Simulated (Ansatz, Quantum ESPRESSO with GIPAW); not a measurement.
# 67Zn and 33S NMR of ZnS (Wurtzite-2H), calculated

The task is to compute the NMR parameters of ZnS (Wurtzite-2H) site by site.

Method: DFT, PBE, plane-wave PAW (pslibrary 1.0.0 recipes), scalar-relativistic, GIPAW; a patched development version of the program, in Quantum ESPRESSO with GIPAW 8.0dev (patched build).

The database entry behind the starting cell differs from later determinations by our own check (about 0.4 % short), so it need not match the best structure at ambient conditions.

## Step 1: The starting structure

Symmetry: P6_3mc, No. 186, hexagonal system. Conventional cell: a = 3.811 Å, b = 3.811 Å, c = 6.234 Å, α = 90.00°, β = 90.00°, γ = 120.00°. Nearest to Zn lie 4 S at 2.33 to 2.34 Å. Nearest to S lie 4 Zn at 2.33 to 2.34 Å. Farther neighbours and most contacts between anions are not listed.

The cell is an entry of the Crystallography Open Database; it need not be the form that is stable at ambient conditions.

This structure had its atoms relaxed beforehand (DFT, PBE, plane-wave PAW (pslibrary 1.0.0 recipes), Quantum ESPRESSO with GIPAW), starting from the database entry, since shieldings follow bond lengths closely.

## Step 2: Ground state

First the ground state. The response equations take the occupied wavefunctions as exact, so conv_thr is set much tighter than for an energy. No empty states are asked for: the response is solved without them. The mesh has a spacing of 0.24 Å⁻¹ at most. The PAW files were made with ld1.x from the pslibrary 1.0.0 recipes, with GIPAW reconstruction switched on.

scf.in reads:

```
&control
  calculation = 'scf'
  prefix = 'x'
  outdir = './tmp/'
  pseudo_dir = './'
/
&system
  ibrav = 0
  nat = 4
  ntyp = 2
  ecutwfc = 55
  ecutrho = 330
  nbnd = 18
/
&electrons
  conv_thr = 1.0d-10
  mixing_beta = 0.7
  electron_maxstep = 100
/
ATOMIC_SPECIES
  Zn 65.380 Zn.pbe-dn-kjpaw_psl.1.0.0-gipaw.UPF
  S 32.060 S.pbe-n-kjpaw_psl.1.0.0-gipaw.UPF
CELL_PARAMETERS angstrom
  3.81100000 0.00000000 0.00000000
  -1.90550000 3.30042281 0.00000000
  0.00000000 0.00000000 6.23400000
ATOMIC_POSITIONS crystal
  Zn 0.66666667 0.33333333 0.50510025
  Zn 0.33333333 0.66666667 0.00510025
  S 0.66666667 0.33333333 0.87989975
  S 0.33333333 0.66666667 0.37989975
K_POINTS automatic
  8 8 5 0 0 0
```

Launch:

```
mpirun -np 4 pw.x -nk 4 -in scf.in > scf.out
```

Log:

```text
using ibrav=0 with symmetry is DISCOURAGED, use correct ibrav instead

     bravais-lattice index     =            0
     lattice parameter (alat)  =       7.2017  a.u.
     unit-cell volume          =     529.1416 (a.u.)^3
     number of atoms/cell      =            4
     number of atomic types    =            2
     number of electrons       =        36.00
     number of Kohn-Sham states=           18
     kinetic-energy cutoff     =      55.0000  Ry
     charge density cutoff     =     330.0000  Ry
     scf convergence threshold =      1.0E-10
     mixing beta               =       0.7000
     number of iterations used =            8  plain     mixing
     Exchange-correlation= SLA-PW-PBX-PBC
                           (   1   4   3   4   0   0   0)
[...]
Zn               12.00    65.38000     Zn( 1.00)
     S                 6.00    32.06000     S ( 1.00)

     12 Sym. Ops. (no inversion) found ( 6 have fractional translation)
[...]
number of k points=    30
[...]
Dense  grid:    53529 G-vectors     FFT dimensions: (  45,  45,  72)

     Smooth grid:    29059 G-vectors     FFT dimensions: (  36,  36,  60)

     Initial potential from superposition of free atoms

     starting charge      35.9925, renormalised to      36.0000
     Starting wfcs are   26 randomized atomic wfcs

     Self-consistent Calculation

     iteration #  1     ecut=    55.00 Ry     beta= 0.70
     Davidson diagonalization with overlap
     ethr =  1.00E-02,  avg # of iterations =  2.0

     Threshold (ethr) on eigenvalues was too large:
     Diagonalizing with lowered threshold

     Davidson diagonalization with overlap
     ethr =  3.00E-04,  avg # of iterations =  3.7

     total energy              =    -620.22563972 Ry
     estimated scf accuracy    <       0.11349789 Ry

     iteration #  2     ecut=    55.00 Ry     beta= 0.70
     Davidson diagonalization with overlap
     ethr =  3.15E-04,  avg # of iterations =  2.7

     total energy              =    -620.25417517 Ry
     estimated scf accuracy    <       0.01810341 Ry

     iteration #  3     ecut=    55.00 Ry     beta= 0.70
[...]
total energy              =    -620.25764858 Ry
     estimated scf accuracy    <       0.00373623 Ry

[...]
total energy              =    -620.25872487 Ry
[...]
iteration # 12     ecut=    55.00 Ry     beta= 0.70
     Davidson diagonalization with overlap
     ethr =  1.82E-10,  avg # of iterations =  4.3

     total energy              =    -620.25872489 Ry
     estimated scf accuracy    <          5.4E-09 Ry

     iteration # 13     ecut=    55.00 Ry     beta= 0.70
     Davidson diagonalization with overlap
     ethr =  1.50E-11,  avg # of iterations =  3.4

     End of self-consistent calculation
     [one-electron energies left out]

!    total energy              =    -620.25872489 Ry
     total all-electron energy =     -8781.255107 Ry
     estimated scf accuracy    <          9.7E-11 Ry

     The total energy is the sum of the following terms:
     one-electron contribution =    -169.86394760 Ry
     hartree contribution      =     121.84407173 Ry
     xc contribution           =    -104.72101816 Ry
     ewald contribution        =    -184.40983998 Ry
     one-center paw contrib.   =    -283.10799089 Ry

     convergence has been achieved in  13 iterations
[...]
JOB DONE.
```

It took 19 s on 4 MPI ranks of Arm Neoverse V2, shared host; peak memory 0.61 GiB; 74 s of CPU time.

It converged in 13 cycles to an estimated accuracy of 1e-10 Ry, on 30 irreducible k-points.

## Step 3: Shieldings

A uniform field breaks periodicity, so gipaw.x applies it as a wave of small q and takes the limit. It solves for the first-order states, builds the induced current and gets the field at each nucleus by Biot–Savart; the PAW spheres add what the smooth waves miss near the nuclei. pawproj makes the reconstruction use the PAW data sets' own projectors.

nmr.in reads:

```
&inputgipaw
  job = 'nmr'
  prefix = 'x'
  tmp_dir = './tmp/'
  restart_mode = 'from_scratch'
  verbosity = 'low'
  q_gipaw = 0.01
  spline_ps = .true.
  conv_threshold = 1.0d-11
  use_nmr_macroscopic_shape = .false.
  pawproj(1) = .true.
  pawproj(2) = .true.
/
```

Launch:

```
mpirun -np 4 gipaw.x -in nmr.in > nmr.out
```

Log:

```text
[banner, memory and clock lines left out]
[a note of our patched build left out]

     Parallelizing q-star over 1 images

     IMPORTANT: XC functional enforced from input :
     Exchange-correlation= PBE
                           (   1   4   3   4   0   0   0)
     Any further DFT definition will be discarded
     Please, verify this is what you really want

[...]
WARNING: some symmetry operations do not permute x, y and z, so the susceptibility and the shape term are
     wrong: all shieldings move alike (in wurtzite BN nosym gave 13 and 6 ppm more at 3 and 6 points an axis).
     Run pw.x with nosym, and raise the mesh until the susceptibility stays

     alpha_pv=     26.4401 eV

     spline_ps is .false., expect some extrapolation errors

     q-space interpolation up to    66.00 Rydberg

     GIPAW job: nmr
     NMR macroscopic correction: no
[...]
Computing the magnetic susceptibility     isolve=0    ethr=  0.1000E-10
     Starting from scratch
     k-point #    1 of    30      pool #  1    cpu time:       0.8
[...]
End of magnetic susceptibility calculation

     f-sum rule (1st term):
           -24.6121          0.0000          0.0000
            -0.0000        -24.6121          0.0000
             0.0000          0.0000        -24.5979

     f-sum rule (2nd term):
            -0.3080         -0.0000          0.0000
             0.0000         -0.3080          0.0000
             0.0000          0.0000         -0.3080

     f-sum rule (should be   -24.9006):
           -24.9200          0.0000          0.0000
            -0.0000        -24.9200          0.0000
             0.0000          0.0000        -24.9059

[... susceptibilities left out ...]
     Contributions to the NMR chemical shifts: -------------------------------

     Macroscopic shape contribution in ppm:                    0.00
             0.0000          0.0000          0.0000
             0.0000          0.0000          0.0000
             0.0000          0.0000          0.0000

     Core contribution in ppm:

     Atom  1  Zn  pos: (  0.500000  0.288675  0.826239)  core sigma:        2275.73
     Atom  2  Zn  pos: ( -0.000000  0.577350  0.008343)  core sigma:        2275.73
     Atom  3  S   pos: (  0.500000  0.288675  1.439332)  core sigma:         979.79
     Atom  4  S   pos: ( -0.000000  0.577350  0.621437)  core sigma:         979.79

     Bare contribution in ppm:

     Atom  1  Zn  pos: (  0.500000  0.288675  0.826239)  bare sigma:          31.67
[...]
Atom  2  Zn  pos: ( -0.000000  0.577350  0.008343)  bare sigma:          31.67
[...]
Atom  3  S   pos: (  0.500000  0.288675  1.439332)  bare sigma:          31.65
[...]
Atom  4  S   pos: ( -0.000000  0.577350  0.621437)  bare sigma:          31.65
[...]
Diamagnetic contribution in ppm:

     Atom  1  Zn  pos: (  0.500000  0.288675  0.826239)  dia sigma:         213.03
[...]
Atom  2  Zn  pos: ( -0.000000  0.577350  0.008343)  dia sigma:         213.03
[...]
Atom  3  S   pos: (  0.500000  0.288675  1.439332)  dia sigma:          -5.35
[...]
Atom  4  S   pos: ( -0.000000  0.577350  0.621437)  dia sigma:          -5.35
[...]
Paramagnetic contribution in ppm:

     Atom  1  Zn  pos: (  0.500000  0.288675  0.826239)  para sigma:         611.10
[...]
Atom  2  Zn  pos: ( -0.000000  0.577350  0.008343)  para sigma:         611.10
[...]
Atom  3  S   pos: (  0.500000  0.288675  1.439332)  para sigma:        -523.94
[...]
Atom  4  S   pos: ( -0.000000  0.577350  0.621437)  para sigma:        -523.94
[...]
Paramagnetic US occ-occ contribution in ppm:

     Atom  1  Zn  pos: (  0.500000  0.288675  0.826239)  para_oo sigma:          -2.79
[...]
Atom  2  Zn  pos: ( -0.000000  0.577350  0.008343)  para_oo sigma:          -2.79
[...]
Atom  3  S   pos: (  0.500000  0.288675  1.439332)  para_oo sigma:          -4.08
[...]
Atom  4  S   pos: ( -0.000000  0.577350  0.621437)  para_oo sigma:          -4.08
[...]
Paramagnetic US L_R Q_R contribution in ppm:

     Atom  1  Zn  pos: (  0.500000  0.288675  0.826239)  para_lq sigma:       -1883.41
[...]
Atom  2  Zn  pos: ( -0.000000  0.577350  0.008343)  para_lq sigma:       -1883.41
[...]
Atom  3  S   pos: (  0.500000  0.288675  1.439332)  para_lq sigma:         134.35
[...]
Atom  4  S   pos: ( -0.000000  0.577350  0.621437)  para_lq sigma:         134.35
[...]
Total NMR chemical shifts in ppm: ---------------------------------------
     (adopting the Simpson convention for anisotropy and asymmetry)-----------

     Atom  1  Zn  pos: (  0.500000  0.288675  0.826239)  Total sigma:        1245.33
          1253.1458         -0.0000          0.0000
            -0.0000       1253.1458         -0.0000
             0.0000         -0.0000       1229.6836

     Zn      1    anisotropy:    -23.46    eta:    0.0000
[...]
Atom  2  Zn  pos: ( -0.000000  0.577350  0.008343)  Total sigma:        1245.33
[... its tensor is left out ...]
     Atom  3  S   pos: (  0.500000  0.288675  1.439332)  Total sigma:         612.43
           611.3562          0.0000          0.0000
             0.0000        611.3562         -0.0000
             0.0000         -0.0000        614.5665

     S       3    anisotropy:      3.21    eta:    0.0000
[...]
Atom  4  S   pos: ( -0.000000  0.577350  0.621437)  Total sigma:         612.43
[... its tensor is left out ...]
```

It took 3.5 min on 4 MPI ranks; peak memory 0.34 GiB; 14 min of CPU time.

The f-sum rule is met to 0.019 of 24.9 (0.08 %). Converged shieldings require that this miss be small, but a small miss does not prove them. gipaw.x warns that with these symmetry operations the susceptibility and the shape term are unreliable; the other terms are not touched.

From the symmetric part of each tensor, with principal values σ11 ≤ σ22 ≤ σ33: σ_iso is their mean, the span is σ33 − σ11 and the skew 3(σ_iso − σ22)/span. (gipaw.x prints an anisotropy in another convention.)

```csv
site,atom no.,atoms in cell,σ_iso (ppm),span (ppm),skew
Zn,1,2,1245,23,-1.00
S,3,2,612.4,3.2,1.00
```

The macroscopic shape term is switched off. For a spherical sample the valence susceptibility of this run would add about 9 ppm to every site, a rough estimate, since the susceptibility converges slowly and lacks part of the PAW terms, above all in hexagonal and trigonal cells. Differences within the crystal don't depend on it, but shieldings of different compounds can't be compared to better than a few ppm without it.

An axis of order three or more runs through Zn and S, so two principal values coincide and the skew is ±1. In this run the largest span is that of Zn (site symmetry 3m), with principal values 1230, 1253 and 1253 ppm.

How the isotropic values are made up (ppm). The core part is that of the free atom's core; bare is the current of the smooth valence states; the last two are what the PAW spheres add to the diamagnetic and the paramagnetic current:

```csv
site,core,bare,"reconstruction, dia","reconstruction, para"
Zn,2275.7,31.7,213.0,-1275.1
S,979.8,31.7,-5.4,-393.7
```

## Step 4: Electric field gradients

67Zn and 33S have a quadrupole moment, which couples to the field gradient and broadens the lines. The gradient is a property of the ground-state density and needs no response; it is taken from a second code that counts the whole PAW charge. C_Q = eQV_zz/h, with Q = 0.122 barn for 67Zn, -0.0694 barn for 33S.

This step: DFT, PBE, plane-wave PAW, default files (PAW set soft_2), scalar-relativistic, field gradients (Ansatz 0.2.0), on the same atoms.

input.yaml reads:

```yaml
crystal:
  lattice:
    - [3.811, 0.0, 0.0]
    - [-1.9055, 3.3004228138, 0.0]
    - [0.0, 0.0, 6.234]
  atoms:
    - { symbol: Zn, position: [0.66666667, 0.33333333, 0.50510025] }
    - { symbol: Zn, position: [0.33333333, 0.66666667, 0.00510025] }
    - { symbol: S, position: [0.66666667, 0.33333333, 0.87989975] }
    - { symbol: S, position: [0.33333333, 0.66666667, 0.37989975] }
kpoints:
  mp_grid: { grid: [8, 8, 5] }
scf:
  occupations: { method: fixed }
hamiltonian:
  xc: pbe
  pseudopotentials: { kind: paw, frozen_core: stored }
output:
  forces: false
  stress: false
  efg: { quadrupole_moments_barn: { Zn: 0.122, S: -0.0694 } }
```

Launch:

```
ansatz run input.yaml --threads 4 --pin off --max-ram 8192MiB --backend cpu --events-out ev --progress --plain --runs-dir out
```

Log:

```text
[... set-up, SCF cycles and energies left out ...]
--- PAW observables at the nuclei: V_zz in 10²¹ V/m², potentials from the cell's mean, atoms counted from 1 ---
  atom   1  Zn V_zz =    +0.006391   η = 0.0000   by run symmetry: allowed   C_q = +0.0189 MHz
  atom   2  Zn V_zz =    +0.006391   η = 0.0000   by run symmetry: allowed   C_q = +0.0189 MHz
  atom   3  S  V_zz =    +0.201859   η = 0.0000   by run symmetry: allowed   C_q = -0.3387 MHz
  atom   4  S  V_zz =    +0.201859   η = 0.0000   by run symmetry: allowed   C_q = -0.3387 MHz
[the lines on potentials at the nuclei are left out]
```

It took 1.4 s on 4 threads; peak memory 0.32 GiB.

Among nuclei of half-integer spin the second-order effect is largest for 33S on S (spin 3/2, C_Q -0.34 MHz): at 9.4 T it moves the centre of gravity of the MAS line by -3.0 ppm from δ_iso, and by a quarter of that at twice the field, by δ_Q = −(3/40)(C_Q/ν0)²(1 + η²/3)[I(I+1) − 3/4]/[I²(2I−1)²] × 10⁶ ppm with ν0 = 30.8 MHz.

## Step 5: From shieldings to shifts

Covalently bonded atoms count as neighbours within 1.18 times the sum of their radii. Otherwise a cation's neighbours lie within 1.2 times its shortest bond (1.3 for large cations, each anion's radius taken off where they differ), and an anion's are the cations that count it.

```csv
site,atom no.,atoms in cell,surroundings,bonds (Å),σ_iso (ppm),C_Q (MHz),η_Q
Zn,1,2,ZnS4,2.335,1245,0.02,0.00
S,3,2,bound to Zn4,2.335,612.4,-0.34,0.00
```

Simulated spectrum: 33S fast MAS, 9.4 T (30.8 MHz), central transition to second order, lines broadened by 3 ppm; the axis counts ppm from the isotropic position of S, as −Δσ; rigid lattice, with dipolar and J couplings and satellite transitions left out.

offset (ppm), intensity and a bar:
```
     11.2       0.00 
     10.2       0.00 
      9.3       0.01 
      8.3       0.01 
      7.4       0.01 
      6.4       0.01 
      5.5       0.01 
      4.6       0.02 
      3.6       0.02 #
      2.7       0.03 #
      1.8       0.06 ##
      0.8       0.18 #####
     -0.1       0.44 #############
     -1.1       0.78 #######################
     -2.0       0.97 #############################
     -2.6       1.00 ##############################
     -3.0       0.99 ##############################
     -3.9       0.91 ###########################
     -4.8       0.71 #####################
     -5.8       0.43 #############
     -6.7       0.22 #######
     -7.6       0.12 ###
     -8.6       0.06 ##
     -9.6       0.03 #
    -10.5       0.02 #
    -11.4       0.01 
    -12.4       0.01 
    -13.3       0.01 
    -14.2       0.01 
    -15.2       0.01 
    -16.1       0.01 
    -17.0       0.00 
    -18.0       0.00 
    -19.0       0.00 
    -19.8       0.00
```

Most prominent maxima (ppm: height): -2.6: 1.00.

## Step 6: Cost against result

Each row names what was changed: the structure as given shows what the relaxation did; another mesh tests the sampling of the zone; another functional shows how far the paramagnetic term hangs on the exchange-correlation form; another cutoff tests the basis.

Changes of σ_iso (ppm) against the run above (PBE, cutoffs 55 and 330 Ry, mesh 8×8×5, 15 min). Times are CPU times of pw.x and gipaw.x together, on 4 MPI ranks of Arm Neoverse V2, shared host; on a shared host they are rough. A run is marked as doubtful where the f-sum miss passes 0.015 electrons, or that much for each three atoms in larger cells (with Tl, Pb, Hg, Bi or Sn a third of that, or a mesh spacing over 0.26 Å⁻¹), or where the susceptibility is unphysically large.

```csv
run,CPU time,f-sum miss,Zn,S
structure as given (marked),16 min,0.021,-0.0,-2.5
mesh 11×11×6,31 min,0.0013,+0.5,+13.4
LDA (marked),16 min,0.027,-39.5,-62.2
cutoffs 40 and 280 Ry (coarse on purpose),9.1 min,0.019,-1.2,-0.2
mesh 5×5×3 (marked),5.7 min,0.33,-23.5,-150.3
Wu-Cohen (marked),16 min,0.024,-20.4,-31.1
```

The largest move is -150.3 ppm, on S, from mesh 5×5×3.

## Step 7: Outcome

```json
{
 "67Zn shielding without shape term": "1245 ppm",
 "67Zn size of C_Q": "0.02 MHz",
 "33S shielding without shape term": "612.4 ppm",
 "33S size of C_Q": "0.34 MHz"
}
```

In words: 67Zn has one site (ZnS4), with isotropic shielding 1245 ppm (shape term left out) and C_Q 0.02 MHz. A shift needs a reference, δ = σ_ref − σ, fixed on measured compounds; for 67Zn of this kind at this level too few were at hand, or they scattered too widely about a line, so none is given. Spans are less settled than isotropic values: that of S goes from 3.2 to 11.7 ppm with mesh 11×11×6, so spans, skews and static patterns above are not converged. Going to mesh 11×11×6 changes no isotropic shielding by more than 13.5 ppm, a first measure of the error left in that respect. A higher cutoff was not carried through on these files. The cheaper run with cutoffs 40 and 280 Ry takes about 60 % of the time and is off by 1.2 ppm on Zn. The largest change with the functional is 62.2 ppm in absolute shielding; part of that drops out once each functional has its own reference line. This build of gipaw.x prints that it is not audited and that its numbers are no references by themselves. It also reports spline_ps as false although the input sets it; why was not traced.

[Banner, clock, file and message-heading lines were taken out of the pw.x and gipaw.x logs.]

[Logs are printed without paths, hosts, clocks, repeated set-up lines and the standing remarks that a program may print on its own settings, such as how far it seeks lower states.]

[Hosts, paths, dates, database ids (printed as entryN), source tags and the programs' standing remarks are cut or masked in the printed files.]

[Where no reference line passes its bar on scatter, no shift is given, so a measured shift of this compound may stand uncompared.]
